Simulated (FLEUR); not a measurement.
# Collinear magnetic orders of Cr (Chromium) with FLEUR, part 2 of 2

Wanted: the moments of Cr (Chromium) and the energy of each order that was tried.

FLEUR MaX-R8.1; PBE; all-electron FLAPW, Dirac cores, scalar-relativistic bands.

So far. Step 2 (Start 1: ferro +): After 22 cycles the seed has died away: no moment is left. Step 3 (Order 2, typed as antiferro q=(1/2,1/2,1/2) +-): It lies 19.7 meV a seeded atom under the first start, and its largest moment is 1.18 μB against 0 μB.

## Step 4: Run 3 (antiferro q=(0,0,1/2) +-)

An opposed order shows whether neighbours prefer unlike signs.

This order needs a doubled cell of 2 atoms. The mesh is halved along the doubled vector, so that both cells sample the same points. The k list default-1 (kpts.xml, not shown) is a Γ-centred 16×16×8 mesh.

inp.xml

```
<?xml version="1.0" encoding="UTF-8" standalone="no"?>
<fleurInput fleurInputVersion="0.39">
   <comment>
      Cr
   </comment>
   <calculationSetup>
      <cutoffs Kmax="3.6" Gmax="10.8" GmaxXC="10.8" numbands="0"/>
      <scfLoop itmax="90" minDistance="0.00002" maxIterBroyd="15" imix="Anderson" alpha="0.05" precondParam="0.0" spinf="2.0" sdNocoIR="T"/>
      <coreElectrons ctail="T" frcor="F" kcrel="0" coretail_lmax="0"/>
      <xcFunctional name="pbe" relativisticCorrections="F"/>
      <magnetism jspins="2"/>
      <soc l_soc="F" theta="0.0" phi="0.0" spav="F"/>
      <expertModes spex="0" secvar="F"/>
      <geometryOptimization l_f="F" forcealpha="1.0" forcemix="BFGS" epsdisp="0.00001" epsforce="0.00001"/>
      <ldaU l_linMix="F" mixParam="0.05" spinf="1.0"/>
   </calculationSetup>
   <cell>
      <bzIntegration valenceElectrons="28.0" mode="hist" fermiSmearingEnergy="0.00183747">
         <kPointListSelection listName="default-1"/>
         <xi:include xmlns:xi="http://www.w3.org/2001/XInclude" href="kpts.xml"> </xi:include>
      </bzIntegration>
      <xi:include xmlns:xi="http://www.w3.org/2001/XInclude" href="sym.xml"> </xi:include>
      <bulkLattice scale="1.0">
         <bravaisMatrix>
            <row-1>   -2.7248905853669698     2.7248905853669698     2.7248905853669698</row-1>
            <row-2>    2.7248905853669698    -2.7248905853669698     2.7248905853669698</row-2>
            <row-3>    5.4497811707339396     5.4497811707339396    -5.4497811707339396</row-3>
         </bravaisMatrix>
      </bulkLattice>
   </cell>
   <atomSpecies>
      <species name="Chromium (2.500" element="Cr" atomicNumber="24">
         <mtSphere radius="2.3" gridPoints="761" logIncrement="0.016"/>
         <atomicCutoffs lmax="8" lnonsphr="6"/>
         <electronConfig flipSpins="F">
            <coreConfig>(1s1/2) (2s1/2) (2p1/2) (2p3/2)</coreConfig>
            <valenceConfig>(3s1/2) (3p1/2) (3p3/2) (4s1/2) (3d3/2) (3d5/2)</valenceConfig>
            <stateOccupation state="(4s1/2)" spinUp="0.5" spinDown="0.5"/>
            <stateOccupation state="(3d3/2)" spinUp="1.0" spinDown="1.0"/>
            <stateOccupation state="(3d5/2)" spinUp="2.75" spinDown="0.25"/>
         </electronConfig>
         <energyParameters s="4" p="4" d="3" f="4"/>
         <lo type="SCLO" l="0" n="3" eDeriv="0"/>
         <lo type="SCLO" l="1" n="3" eDeriv="0"/>
      </species>
      <species name="Chromium (-2.500" element="Cr" atomicNumber="24">
         <mtSphere radius="2.3" gridPoints="761" logIncrement="0.016"/>
         <atomicCutoffs lmax="8" lnonsphr="6"/>
         <electronConfig flipSpins="F">
            <coreConfig>(1s1/2) (2s1/2) (2p1/2) (2p3/2)</coreConfig>
            <valenceConfig>(3s1/2) (3p1/2) (3p3/2) (4s1/2) (3d3/2) (3d5/2)</valenceConfig>
            <stateOccupation state="(4s1/2)" spinUp="0.5" spinDown="0.5"/>
            <stateOccupation state="(3d3/2)" spinUp="1.0" spinDown="1.0"/>
            <stateOccupation state="(3d5/2)" spinUp="0.25" spinDown="2.75"/>
         </electronConfig>
         <energyParameters s="4" p="4" d="3" f="4"/>
         <lo type="SCLO" l="0" n="3" eDeriv="0"/>
         <lo type="SCLO" l="1" n="3" eDeriv="0"/>
      </species>
   </atomSpecies>
   <atomGroups>
      <atomGroup species="Chromium (2.500">
         <relPos label="                   1">.0000000000 .0000000000 .0000000000</relPos>
         <force calculate="T" relaxXYZ="TTT"/>
      </atomGroup>
      <atomGroup species="Chromium (-2.500">
         <relPos label="                   2">.0000000000 .0000000000 1.000/2.000</relPos>
         <force calculate="T" relaxXYZ="TTT"/>
      </atomGroup>
   </atomGroups>
   <output dos="F" band="F" slice="F">
      <bandDOS minEnergy="-.5*Htr" maxEnergy="0.5*Htr" sigma="0.015" storeEVData="T"/>
      <plotting iplot="0" polar="F">
         <plot TwoD="T" vec1="  1.0  0.0  0.0" vec2="  0.0  1.0  0.0" vec3="  0.0  0.0  1.0" zero="  0.0  0.0  0.0" file="plot"/>
      </plotting>
      <moessbauerParams electricFieldGradient="F" isomerShift="F" coreHyperfine="F" valenceHyperfine="F"/>
   </output>
</fleurInput>
```

crystal.txt

```
Cr
&input film=F cartesian=F /
-1.44195000000  1.44195000000  1.44195000000
1.44195000000  -1.44195000000  1.44195000000
2.88390000000  2.88390000000  -2.88390000000
1.8897261246
1.0 1.0 1.0

2
24 0.00000000000  0.00000000000  0.00000000000 : 2.500
24 0.00000000000  0.00000000000  0.50000000000 : -2.500

&kpt div1=16 div2=16 div3=8 gamma=T /
```

Launch:

```
OMP_NUM_THREADS=1 inpgen -f crystal.txt > inpgen.log  # inp.xml is then edited as shown
OMP_NUM_THREADS=1 mpirun -n 2 fleur_MPI > fleur.log
```

What it wrote:

```text
[banner, memory and clock lines left out]
Welcome to FLEUR        (www.flapw.de)
      MaX-Release 8.1          (www.max-centre.eu)

 ========== k-point set info ==========
 Selected k-point list: default-1
 k-point list type: mesh
 16 x 16 x 8
 Number of k points: 554

 [... set-up left out ...]
 Iteration:     1   Distance:      38.33693487 me/bohr^3
 Iteration:     2   Distance:      33.31799393 me/bohr^3
 Iteration:     3   Distance:      14.30488301 me/bohr^3
 Iteration:     4   Distance:      22.11205003 me/bohr^3
 Iteration:     5   Distance:      18.56372847 me/bohr^3
[...]
<sumOfEigenvalues value="    -1218.9648752918">
               <coreElectrons value="-1200.0626584604"/>
               <valenceElectrons value="-18.9022168314"/>
            </sumOfEigenvalues>
         [... left out ...]
            <freeEnergy value="-2101.7778183486"/>
            <extrapolationTo0K value="-2101.7776180110"/>
         </totalEnergy>
         <densityConvergence units="me/bohr^3">
            <chargeDensity spin="1" distance="0.0000064484"/>
            <chargeDensity spin="2" distance="0.0000064721"/>
            <overallChargeDensity distance="0.0000050547"/>
            <spinDensity distance="0.0000118907"/>
         </densityConvergence>
      </iteration>
```

The job ended after 3 min (2 MPI ranks of Arm Neoverse V2, shared host; peak memory 0.19 GiB; 6 min of CPU time).

The spin moment in the muffin-tin sphere vanishes on all atoms.

Numbers from this step:

- free energy: -57192.2880 eV
- final state: non-magnetic

It ends in the same state without moments as the first start; the 8.2e-6 meV a seeded atom between them is numerical noise.

## Step 5: Ranking

Free energies are divided by the number of seeded atoms, so that cells of unlike size compare. Wavevectors q in the names are fractions of the primitive cell's reciprocal vectors.

Orders:

```
                       start        final state  typed order kept  energy over the lowest (meV a seeded atom)  largest sphere moment (μB)  net moment (μB a primitive cell)  mesh matched  CPU time (s)
                     ferro +       non-magnetic                no                                       19.72                           0                                 0           yes          22.3
antiferro q=(1/2,1/2,1/2) +-  antiferromagnetic               yes                                           0                       1.181                                 0           yes           127
    antiferro q=(0,0,1/2) +-       non-magnetic                no                                       19.72                           0                                 0           yes         361.6
```

## Step 6: Spin–orbit coupling, moments along [001]

Spin–orbit coupling ties the spins to the lattice and lets orbital moments form.

A new self-consistent run of the start antiferro q=(1/2,1/2,1/2) +-, with the moments along z. The k list default-1 (kpts.xml, not shown) is a Γ-centred 8×16×16 mesh.

inp.xml

```
<?xml version="1.0" encoding="UTF-8" standalone="no"?>
<fleurInput fleurInputVersion="0.39">
   <comment>
      Cr
   </comment>
   <calculationSetup>
      <cutoffs Kmax="3.6" Gmax="10.8" GmaxXC="10.8" numbands="38"/>
      <scfLoop itmax="90" minDistance="0.00002" maxIterBroyd="15" imix="Anderson" alpha="0.05" precondParam="0.0" spinf="2.0" sdNocoIR="T"/>
      <coreElectrons ctail="T" frcor="F" kcrel="0" coretail_lmax="0"/>
      <xcFunctional name="pbe" relativisticCorrections="F"/>
      <magnetism jspins="2"/>
      <soc l_soc="T" theta="0.0" phi="0.0" spav="F"/>
      <expertModes spex="0" secvar="F"/>
      <geometryOptimization l_f="F" forcealpha="1.0" forcemix="BFGS" epsdisp="0.00001" epsforce="0.00001"/>
      <ldaU l_linMix="F" mixParam="0.05" spinf="1.0"/>
   </calculationSetup>
   <cell>
      <bzIntegration valenceElectrons="28.0" mode="hist" fermiSmearingEnergy="0.00183747">
         <kPointListSelection listName="default-1"/>
         <xi:include xmlns:xi="http://www.w3.org/2001/XInclude" href="kpts.xml"> </xi:include>
      </bzIntegration>
      <xi:include xmlns:xi="http://www.w3.org/2001/XInclude" href="sym.xml"> </xi:include>
      <bulkLattice scale="1.0">
         <bravaisMatrix>
            <row-1>   -5.4497811707339396     5.4497811707339396     5.4497811707339396</row-1>
            <row-2>    0.0000000000000000     0.0000000000000000     5.4497811707339396</row-2>
            <row-3>    0.0000000000000000     5.4497811707339396     0.0000000000000000</row-3>
         </bravaisMatrix>
      </bulkLattice>
   </cell>
   <atomSpecies>
      <species name="Chromium (2.500" element="Cr" atomicNumber="24">
         <mtSphere radius="2.3" gridPoints="761" logIncrement="0.016"/>
         <atomicCutoffs lmax="8" lnonsphr="6"/>
         <electronConfig flipSpins="F">
            <coreConfig>(1s1/2) (2s1/2) (2p1/2) (2p3/2)</coreConfig>
            <valenceConfig>(3s1/2) (3p1/2) (3p3/2) (4s1/2) (3d3/2) (3d5/2)</valenceConfig>
            <stateOccupation state="(4s1/2)" spinUp="0.5" spinDown="0.5"/>
            <stateOccupation state="(3d3/2)" spinUp="1.0" spinDown="1.0"/>
            <stateOccupation state="(3d5/2)" spinUp="2.75" spinDown="0.25"/>
         </electronConfig>
         <energyParameters s="4" p="4" d="3" f="4"/>
         <lo type="SCLO" l="0" n="3" eDeriv="0"/>
         <lo type="SCLO" l="1" n="3" eDeriv="0"/>
      </species>
      <species name="Chromium (-2.500" element="Cr" atomicNumber="24">
         <mtSphere radius="2.3" gridPoints="761" logIncrement="0.016"/>
         <atomicCutoffs lmax="8" lnonsphr="6"/>
         <electronConfig flipSpins="F">
            <coreConfig>(1s1/2) (2s1/2) (2p1/2) (2p3/2)</coreConfig>
            <valenceConfig>(3s1/2) (3p1/2) (3p3/2) (4s1/2) (3d3/2) (3d5/2)</valenceConfig>
            <stateOccupation state="(4s1/2)" spinUp="0.5" spinDown="0.5"/>
            <stateOccupation state="(3d3/2)" spinUp="1.0" spinDown="1.0"/>
            <stateOccupation state="(3d5/2)" spinUp="0.25" spinDown="2.75"/>
         </electronConfig>
         <energyParameters s="4" p="4" d="3" f="4"/>
         <lo type="SCLO" l="0" n="3" eDeriv="0"/>
         <lo type="SCLO" l="1" n="3" eDeriv="0"/>
      </species>
   </atomSpecies>
   <atomGroups>
      <atomGroup species="Chromium (2.500">
         <relPos label="                   1">.0000000000 .0000000000 .0000000000</relPos>
         <force calculate="T" relaxXYZ="TTT"/>
      </atomGroup>
      <atomGroup species="Chromium (-2.500">
         <relPos label="                   2">1.000/2.000 .0000000000 .0000000000</relPos>
         <force calculate="T" relaxXYZ="TTT"/>
      </atomGroup>
   </atomGroups>
   <output dos="F" band="F" slice="F">
      <bandDOS minEnergy="-.5*Htr" maxEnergy="0.5*Htr" sigma="0.015" storeEVData="T"/>
      <plotting iplot="0" polar="F">
         <plot TwoD="T" vec1="  1.0  0.0  0.0" vec2="  0.0  1.0  0.0" vec3="  0.0  0.0  1.0" zero="  0.0  0.0  0.0" file="plot"/>
      </plotting>
      <moessbauerParams electricFieldGradient="F" isomerShift="F" coreHyperfine="F" valenceHyperfine="F"/>
   </output>
</fleurInput>
```

crystal.txt

```
Cr
&input film=F cartesian=F /
-2.88390000000  2.88390000000  2.88390000000
0.00000000000  0.00000000000  2.88390000000
0.00000000000  2.88390000000  0.00000000000
1.8897261246
1.0 1.0 1.0

2
24 0.00000000000  0.00000000000  0.00000000000 : 2.500
24 0.50000000000  0.00000000000  0.00000000000 : -2.500

&soc 0.0000000 0.0000000 /
&kpt div1=8 div2=16 div3=16 gamma=T /
```

What it wrote:

```text
[banner, memory and clock lines left out]
Welcome to FLEUR        (www.flapw.de)
      MaX-Release 8.1          (www.max-centre.eu)
 numbands is too small. Setting parameter to default value.
 changed numbands (input%neig) to           44
 numbands is too small. Setting parameter to default value.
 changed numbands (input%neig) to           44

 ========== k-point set info ==========
 Selected k-point list: default-1
 k-point list type: mesh
 8 x 16 x 16
 Number of k points: 1028

 [... set-up left out ...]
 Iteration:     1   Distance:      38.16295308 me/bohr^3
 Iteration:     2   Distance:      33.27916646 me/bohr^3
 Iteration:     3   Distance:      12.80849967 me/bohr^3
 Iteration:     4   Distance:      22.29595523 me/bohr^3
 Iteration:     5   Distance:       6.56422785 me/bohr^3
 Iteration:     6   Distance:       4.99726597 me/bohr^3
 Iteration:     7   Distance:       2.14887867 me/bohr^3
 Iteration:     8   Distance:       2.72155679 me/bohr^3
 Iteration:     9   Distance:       0.61631150 me/bohr^3
 Iteration:    10   Distance:       0.61973457 me/bohr^3
 Iteration:    11   Distance:       1.45994884 me/bohr^3
 Iteration:    12   Distance:       0.24233613 me/bohr^3
 Iteration:    13   Distance:       0.23394024 me/bohr^3
 Iteration:    14   Distance:       0.06490028 me/bohr^3
[... lines left out ...]
 Iteration:    21   Distance:       0.00875671 me/bohr^3
 Iteration:    22   Distance:       0.00152745 me/bohr^3
 Iteration:    23   Distance:       0.00264537 me/bohr^3
 Iteration:    24   Distance:       0.00036825 me/bohr^3
 Iteration:    25   Distance:       0.00016017 me/bohr^3
 Iteration:    26   Distance:       0.00008110 me/bohr^3
 Iteration:    27   Distance:       0.00001799 me/bohr^3

 ********************************************************************
 Run finished successfully
 Stop message:
   all done
 ********************************************************************

--- out.xml (last complete iteration) ---
<iteration numberForCurrentRun="   27" overallNumber="   27">
         [... left out ...]
         <bandgap value="-0.0000000015" units="eV"/>
         <sumValenceSingleParticleEnergies value="-18.8265275445" units="Htr"/>
         <FermiEnergy value="0.4162174769" units="Htr"/>
         [... left out ...]
         <magneticMomentsInMTSpheres units="muBohr">
            <globalMagMoment atomType="1" vec="0.00000   0.00000   1.17802"/>
            <globalMagMoment atomType="2" vec="0.00000   0.00000  -1.17802"/>
         </magneticMomentsInMTSpheres>
         <orbitalMomentsInMTSpheres units="muBohr">
            <globalMagMoment atomType="1" vec="0.00000   0.00000  -0.00754"/>
            <globalMagMoment atomType="2" vec="0.00000   0.00000   0.00754"/>
         </orbitalMomentsInMTSpheres>
         [... left out ...]
         <totalEnergy value="    -2101.7796765378" units="Htr">
            <sumOfEigenvalues value="    -1218.7527175699">
               <coreElectrons value="-1199.9261900255"/>
               <valenceElectrons value="-18.8265275445"/>
            </sumOfEigenvalues>
         [... left out ...]
            <freeEnergy value="-2101.7798802200"/>
            <extrapolationTo0K value="-2101.7797783789"/>
         </totalEnergy>
         <densityConvergence units="me/bohr^3">
            <chargeDensity spin="1" distance="0.0000090617"/>
            <chargeDensity spin="2" distance="0.0000090815"/>
            <overallChargeDensity distance="0.0000023853"/>
            <spinDensity distance="0.0000179857"/>
         </densityConvergence>
      </iteration>
```

Run time: 13 min. Hardware: 2 MPI ranks; peak memory 0.6 GiB.

Read from the output:

| Property | Result |
| --- | --- |
| free energy | -57192.3441 eV |
| magnetization | 0 μB |
| final state | antiferromagnetic |
| largest moment | 1.178 μB |
| orbital moment along the spin | -0.00754 μB |

Orbital moment in the sphere, along the spin axis by atom:

| atom | orbital moment in the sphere, along the spin axis (μB) |
| --- | --- |
| Cr1 | -0.0075 |
| Cr2 | 0.0075 |

## Step 7: Summary of results

| Item | Value |
| --- | --- |
| lowest state found | antiferromagnetic (typed antiferro q=(1/2,1/2,1/2) +-) |
| largest site spin moment | 1.18 μB |
| next finished state | non-magnetic, 19.7 meV a seeded atom higher |
| orbital moment on the atom of largest spin, along its spin (spin–orbit run) | -0.00754 μB |

**Reading.** The lowest state found is antiferromagnetic, reached from the start antiferro q=(1/2,1/2,1/2) +-, with moments up to 1.18 μB. 2 starts left the typed pattern (a sign turned, or a seeded moment died or shrank under 0.15 μB), so such an energy belongs to the state reached, not the one typed. On the atom of largest spin the orbital moment is almost quenched. Only 3 starts were tried; other patterns of signs, canted and longer-period orders were not.

[Logs and program files are shortened in this print: banners, set-up blocks, solver, clock and traceback lines can be left out without a mark of their own.]

[Logs are printed without paths, hosts, clocks, repeated set-up lines and the standing remarks that a program may print on its own settings, such as how far it seeks lower states.]

[Hosts, paths, dates, database ids (printed as entryN), source tags and the programs' standing remarks are cut or masked in the printed files.]

[Where a cell is said to come from a database of computed structures, the database is the Materials Project.]
